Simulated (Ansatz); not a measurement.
**G0W0 on several functionals: BaTiO3 (Pm-3m)**

One-shot GW is not self-consistent; how far does the start matter for BaTiO3 (Pm-3m)?

Program: Ansatz 0.2.0. Level of theory: G0W0 on several functionals, plane waves, PAW. Results are calculated unless marked as measured.

### 1. The starting structure

It takes space group Pm-3m (No. 221, cubic). Conventional cell: a = 4.006 Å, b = 4.006 Å, c = 4.006 Å, α = 90.00°, β = 90.00°, γ = 90.00°. Nearest to Ba lie 12 O at 2.83 Å. Nearest to Ti lie 6 O at 2.00 Å. Nearest to O lie 2 Ti at 2.00 Å and 4 Ba at 2.83 Å. Farther neighbours and most contacts between anions are not listed.

The cell and positions come from the Crystallography Open Database and are kept as given unless a step says otherwise. Spin-orbit coupling is left out unless a step names it. The default PAW set here is soft_2. Its files were made with PBE.

### 2. G0W0 on LDA

G0W0 replaces the xc potential by the self-energy, built once from these orbitals. Only a window of levels is corrected, while the sums run over the empty bands that the input names.

This step: G0W0 on LDA, plane waves, PAW.

File input.yaml:

```yaml
crystal:
  lattice:
    - [4.006, 0.0, 0.0]
    - [0.0, 4.006, 0.0]
    - [0.0, 0.0, 4.006]
  atoms:
    - { symbol: Ba, position: [0.5, 0.5, 0.5] }
    - { symbol: Ti, position: [0.0, 0.0, 0.0] }
    - { symbol: O, position: [0.5, 0.0, 0.0] }
    - { symbol: O, position: [0.0, 0.5, 0.0] }
    - { symbol: O, position: [0.0, 0.0, 0.5] }
kpoints:
  mp_grid: { grid: [4, 4, 4] }
hamiltonian:
  xc: lda
scf:
  occupations: { method: fixed }
gw:
  n_empty_bands: 509
  ecut_chi: 230.0
  qp_bands: [v2, c2]
  qp_kpoints: band_edges
  screening: { model: contour_deformation }
```

Run with:

```
$ ansatz run input.yaml --threads 3 --pin off --max-ram 92160MiB --backend cuda --events-out ev --progress --plain --runs-dir out --devices 1 --max-vram 13GiB  # rebuilt from the run's record
```

Numbers of over 12 decimals in the logs are rounded to 6 here.

Output:

```text
GPUs: using 1 of 1 available (devices: 1).
Engine: ansatz 0.2.0, x86_64-unknown-linux-gnu
Pseudopotentials: kind: paw
Pseudopotential: Ba, paw, valence charge 10, recommended cutoff 420 eV (normal), Ba.paw.azcp
Pseudopotential: Ti, paw, valence charge 12, recommended cutoff 420 eV (normal), Ti.paw.azcp
Pseudopotential: O, paw, valence charge 6, recommended cutoff 420 eV (normal), O.paw.azcp
Functional definition: SPW92
  exchange = slater_x
  correlation = pw_c
device memory: the entry about to start is reckoned to put 0.6 GiB on a device that reports 44.1 GiB free (of which the cap on the GPU budget leaves the run 13.0 GiB)
GPU FFT provider: cuFFT
GPU libraries: cuBLAS 13.8.2, cuFFT 12.4.0, cuSOLVER 12.3.4
Crystal: 5 atoms, lattice volume = 64.288 Å³
Basis set: ecut = 420 eV, 1237 PW (Γ)
Bands: 25, of which v1, the nominal top of the filled ones, is band 20 counted from 1 (19 counted from 0)
Symmetry: 48 space group operations
Space group: Pm-3m (ITA 221), of the structure as read, at distance tolerance 4.0e-5 Å
k-points: 10 of 64
Non-local potential: Ba, projectors of the file, l = 0: 3, l = 1: 2, l = 2: 2, l = 3: 2
Non-local potential: Ti, projectors of the file, l = 0: 3, l = 1: 2, l = 2: 3, l = 3: 1
Non-local potential: O, projectors of the file, l = 0: 2, l = 1: 2, l = 2: 1
PAW form: soft (Blöchl's): semilocal exchange-correlation on the pseudo side does not see the compensation charge
PAW frozen core: Ba, regenerated for the run's functional, and the local potential with it (the file was generated under x = pbe(κ = 0.804, μ = 0.219515), c = pbe(β = 0.066725))
PAW frozen core: Ti, regenerated for the run's functional, and the local potential with it (the file was generated under x = pbe(κ = 0.804, μ = 0.219515), c = pbe(β = 0.066725))
PAW frozen core: O, regenerated for the run's functional, and the local potential with it (the file was generated under x = pbe(κ = 0.804, μ = 0.219515), c = pbe(β = 0.066725))
PAW one-centre angular grid: Ba, 194 points (default); XC on 64 Gauss nodes
PAW one-centre angular grid: Ti, 590 points (default); XC on 64 Gauss nodes
PAW one-centre angular grid: O, 110 points (default); XC on 64 Gauss nodes
Initial density: superposition of atomic densities (neutral atoms: chi_scale 0, normalization atom), corrected by the library's trained network
Initial wavefunctions: pseudopotential atomic-orbital guess
GPU buffer pool allocated for 19683 grid points (all kernels)
GPU transforms: local potential and band sums: pruned to the plane-wave sphere, on 27×27×27
Functional: x = slater, c = lda
SCF iter   1: F=—  HF=-9904.418014 eV  |F-HF|=—  |Δ(HF+E_count)|=         —  Δρ=1.83e-2  dr2=2.09e-1  ethr=1.77e-3  ⟨swp⟩=4.3  Hψ=1065  notcnv=0  defer=12
preconditioner: auto → Resta (q_TF=auto, 2.521 Å⁻¹)  ε∞=6.1  [insulator: Δε(μ)=1.463 eV  Ē_g=11.641 eV  n_scr=18 (ndim 8)  ℏωp=26.2 eV  f_vac=0.000  ε∞_Penn≈6.1]
SCF iter   2: F=—  HF=-9904.386764 eV  |F-HF|=—  |Δ(HF+E_count)|=   3.12e-2  Δρ=1.05e-2  dr2=6.07e-2  ethr=5.22e-4  ⟨swp⟩=2.2  Hψ=456  notcnv=0  defer=21
SCF iter   3: F=—  HF=-9904.375805 eV  |F-HF|=—  |Δ(HF+E_count)|=   1.10e-2  Δρ=2.81e-3  dr2=3.54e-3  ethr=1.52e-4  ⟨swp⟩=2.4  Hψ=371  notcnv=0  defer=23
SCF iter   4: F=—  HF=-9904.374938 eV  |F-HF|=—  |Δ(HF+E_count)|=   8.66e-4  Δρ=7.81e-4  dr2=2.69e-4  ethr=8.85e-6  ⟨swp⟩=2.4  Hψ=467  notcnv=0  defer=25
SCF iter   5: F=—  HF=-9904.374896 eV  |F-HF|=—  |Δ(HF+E_count)|=   4.20e-5  Δρ=1.50e-4  dr2=1.45e-5  ethr=6.71e-7  ⟨swp⟩=2.1  Hψ=412  notcnv=0  defer=20
SCF iter   6: F=—  HF=-9904.374896 eV  |F-HF|=—  |Δ(HF+E_count)|=   4.79e-7  Δρ=6.63e-5  dr2=3.05e-6  ethr=3.62e-8  ⟨swp⟩=2.2  Hψ=378  notcnv=0  defer=10
SCF iter   7: F=—  HF=-9904.374895 eV  |F-HF|=—  |Δ(HF+E_count)|=   4.79e-7  Δρ=1.80e-5  dr2=1.98e-7  ethr=7.63e-9  ⟨swp⟩=1.9  Hψ=254  notcnv=0  defer=10
SCF iter   8: F=-9904.374895 eV  HF=-9904.374895 eV  |F-HF|=6.91e-11  |Δ(HF+E_count)|=   3.26e-8  Δρ=1.08e-6  dr2=8.08e-10  ethr=2.50e-10  ⟨swp⟩=7.8  Hψ=1005  notcnv=0
SCF 1 converged in 8 iterations: F = -9904.374895 eV  dr2 = 8.08e-10
  greatest PAW one-centre occupation: 0.999 electrons in one spin orbital (limit 2), on the Ti atom at site 1 (counted from 0), in its partial waves of l = 0
device memory: the entry about to start is reckoned to put 0.7 GiB on a device that reports 41.9 GiB free (of which the cap on the GPU budget leaves the run 13.0 GiB)
NSCF: frozen V_eff on 10 k-points, pencils in batches of 32, up to order 100
the band table was solved once the SCF had ended and its energy, with any forces and stress, was formed, with the checks that follow a solve (1072 applications of the Hamiltonian). They found nothing against the state; the energy, forces and stress were not computed again (output.eigenvalues in the input reference)
device memory: the entry about to start is reckoned to put 4.2 GiB on a device that reports 42.0 GiB free (of which the cap on the GPU budget leaves the run 13.0 GiB)
NSCF: frozen V_eff on 10 k-points
G₀W₀ screening: q 1/10
[... further progress lines ...]
SCF converged after 8 iterations
Free energy (F): -9904.374895 eV
Harris-Foulkes:  -9904.374895 eV  (|F-HF|=6.91e-11)
Internal energy: -9904.374895 eV  (E = F + TS)
E sigma→0 (E₀):  -9904.374895 eV
Fermi energy:    9.888463 eV
--- Per-component energies (eV) ---
  E_band       = -151.812281
  E_kinetic    = 964.011416
  E_local      = -2100.621733  (includes V_loc(G=0)·N_el)
  E_nonlocal   = 215.793497
  E_hartree    = 812.997515
  E_xc         = -484.652698
  E_vxc        = -541.851877  (∫ρ·V_xc dr)
  E_paw        = -6494.403341  (= ΣΔE_a)
  E_vpaw       = -315.146395  (= ΣTr[D̂ρ^β])
  E_aug_tail   = 0.007422  (compensation charges beyond the density's cutoff)
  E_ewald      = -2818.406203
  E_core_change = 0.899230  (= ΣΔE_core)
  E_smearing   = -0.000000  (= −TS)
  E_closure    = -0.000000  (closes the sum)
  Σ components = -9904.374895   (vs F -9904.374895, Δ=0.00e0)
--- Band table (eV; the first three rows and the last of 10) ---
  k-point 0: bands = [... 16 lower, 8.7651, 9.7838, 9.7838, 9.7838, 11.5904, 11.5904, 11.5904, 13.8566, ... 1 higher]
  k-point 1: bands = [... 16 lower, 8.3403, 8.6779, 9.4496, 9.4496, 11.6545, 12.5688, 12.5688, 13.8600, ... 1 higher]
  k-point 2: bands = [... 16 lower, 8.0498, 8.0498, 9.2093, 9.2093, 11.7211, 13.3598, 13.3598, 13.8625, ... 1 higher]
  k-point 9: bands = [... 16 lower, 7.5356, 9.8885, 9.8885, 9.8885, 14.0448, 14.0448, 14.0448, 16.6560, ... 1 higher]
--- G₀W₀: contour deformation, 7 samples at zero and on the imaginary axis and 1 off it, 64 q-points, 509 empty bands' worth ---
  eigenvalues of the whole cell's RPA ε∞ on this k-mesh (on a slab, of 1 + 4πα/V) = 7.2563, 7.2563, 7.2563; static W/v taken at q = 0 is 0.137811
  bands read: the sum over 529 bands ends inside a degenerate multiplet in 3 slots, whose members it reads at an even weight; the widest, k=9: bands 529 to 531 (counted from 1) at 1/3 each
  gw.qp_kpoints: band_edges: 9 of 10 stored k-points solved, in 1 pass; an edge of the gap read off the rows below is read off those points alone
    valence top: of the k-points left out ik 6 came nearest to being solved in a further pass, in band 20 (counted from 1, as in the quasiparticle table): it holds the edge there only if its correction is more favourable than any solved in that band by at least 0.594 eV; those differ by 0.049 eV
    conduction bottom: of the k-points left out ik 6 came nearest to being solved in a further pass, in band 21 (counted from 1, as in the quasiparticle table): it holds the edge there only if its correction is more favourable than any solved in that band by at least 1.330 eV; those differ by 0.128 eV
    ik  band        ε_KS         Σx   Σc(E_QP)       V_xc       Z   E_QP_lin       E_QP  E_QP is
     0    19      9.7838   -25.9645     4.1452   -21.4124  0.7124     9.3731     9.3770  root
     0    20      9.7838   -25.9645     4.1452   -21.4124  0.7124     9.3731     9.3770  root
     0    21     11.5904   -12.5945    -6.8045   -20.5915  0.7243    12.8209    12.7829  root
     0    22     11.5904   -12.5945    -6.8045   -20.5915  0.7243    12.8209    12.7829  root
     1    19      9.4496   -25.6233     4.1060   -21.1177  0.7099     9.0460     9.0500  root
     1    20      9.4496   -25.6233     4.1060   -21.1177  0.7099     9.0460     9.0500  root
     1    21     11.6545   -12.7212    -6.9027   -20.8320  0.7215    12.9025    12.8625  root
     1    22     12.5688   -14.1721    -6.7686   -22.0623  0.6999    13.7298    13.6905  root
     2    19      9.2093   -25.6876     4.3042   -20.9501  0.7078     8.7711     8.7760  root
     2    20      9.2093   -25.6876     4.3042   -20.9501  0.7078     8.7711     8.7760  root
     2    21     11.7211   -12.8611    -7.0086   -21.0940  0.7185    12.9877    12.9454  root
     2    22     13.3598   -14.8066    -7.3875   -23.3079  0.6741    14.5248    14.4736  root
     3    19      8.9587   -24.9841     3.8599   -20.7594  0.7082     8.5905     8.5940  root
     3    20      9.4383   -25.3824     4.3152   -20.6648  0.7010     9.0315     9.0359  root
     3    21     12.5232   -13.9769    -6.8726   -21.9891  0.7013    13.7034    13.6627  root
     3    22     12.6637   -14.3258    -6.8909   -22.3464  0.6955    13.8347    13.7933  root
     4    19      8.8054   -24.8076     4.4010   -19.9987  0.6925     8.3922     8.3976  root
     4    20      9.4110   -25.1126     4.4032   -20.3098  0.6976     9.0069     9.0114  root
     4    21     12.6218   -14.1612    -6.9811   -22.2883  0.6968    13.8105    13.7679  root
     4    22     13.3688   -14.7710    -7.4529   -23.3420  0.6734    14.5386    14.4870  root
     5    19      9.0546   -25.1240     4.4068   -20.2760  0.6978     8.6075     8.6134  root
     5    20      9.8398   -25.6295     4.4805   -20.7508  0.7005     9.4376     9.4416  root
     5    21     13.3793   -14.7582    -7.5021   -23.3812  0.6729    14.5525    14.5000  root
     5    22     13.3793   -14.7582    -7.5021   -23.3812  0.6729    14.5525    14.5000  root
[...]
8    19      9.3798   -25.1408     4.4757   -20.2550  0.6973     8.9649     8.9697  root
     8    20      9.8643   -25.6911     4.4794   -20.8198  0.7007     9.4685     9.4724  root
     8    21     13.6844   -14.7075    -7.7584   -23.5736  0.6646    14.8480    14.7921  root
     8    22     13.6844   -14.7075    -7.7584   -23.5736  0.6646    14.8480    14.7921  root
     9    19      9.8885   -25.7560     4.4786   -20.8926  0.7008     9.5000     9.5038  root
     9    20      9.8885   -25.7560     4.4786   -20.8926  0.7008     9.5000     9.5038  root
     9    21     14.0448   -14.7009    -8.1839   -23.9814  0.6487    15.1985    15.1414  root
     9    22     14.0448   -14.7009    -8.1839   -23.9814  0.6487    15.1985    15.1414  root
```

It took 13 s on 1 × NVIDIA H100 80GB HBM3 (shared by 6 runs) with 3 threads of AMD EPYC 7R13 (Zen 3), shared host; peak memory 1.6 GiB; 21 s of CPU time.

Numbers from this step:

* bands summed: 529
* RPA ε∞ on this mesh (eigenvalues): 7.256, 7.256, 7.256
* plane waves in the screening matrix: 485
* q-points in the mesh: 64
* G0W0 gap on the mesh: 3.279 eV
* k of the valence top: -0.5, -0.5, -0.5
* k of the conduction bottom: 0, 0, 0
* starting gap on the mesh: 1.702 eV
* Z at the valence top: 0.7008
* Z at the conduction bottom: 0.7243
* least direct G0W0 gap on the computed points: 3.406 eV

The gap on the mesh goes from 1.70 eV to 3.28 eV, a correction of +1.58 eV. Between the two edge states, bare exchange in place of the xc potential would open the gap by 12.86 eV, and correlation takes back 11.28 eV.

(Continued in part 2 of 2.)

[Paths, hosts, dates, memory and timing lines, banners, echoed tables and standing remarks are left out of the program output.]

[Logs are printed without paths, hosts, clocks, repeated set-up lines and the standing remarks that a program may print on its own settings, such as how far it seeks lower states.]

[Runs of the session that timed out or met a known fault of the program may be left out.]

[Cells called generated may have been cut or substituted from an entry of the Crystallography Open Database or the Materials Project.]

[Hosts, paths, dates, database ids (printed as entryN), source tags and the programs' standing remarks are cut or masked in the printed files.]
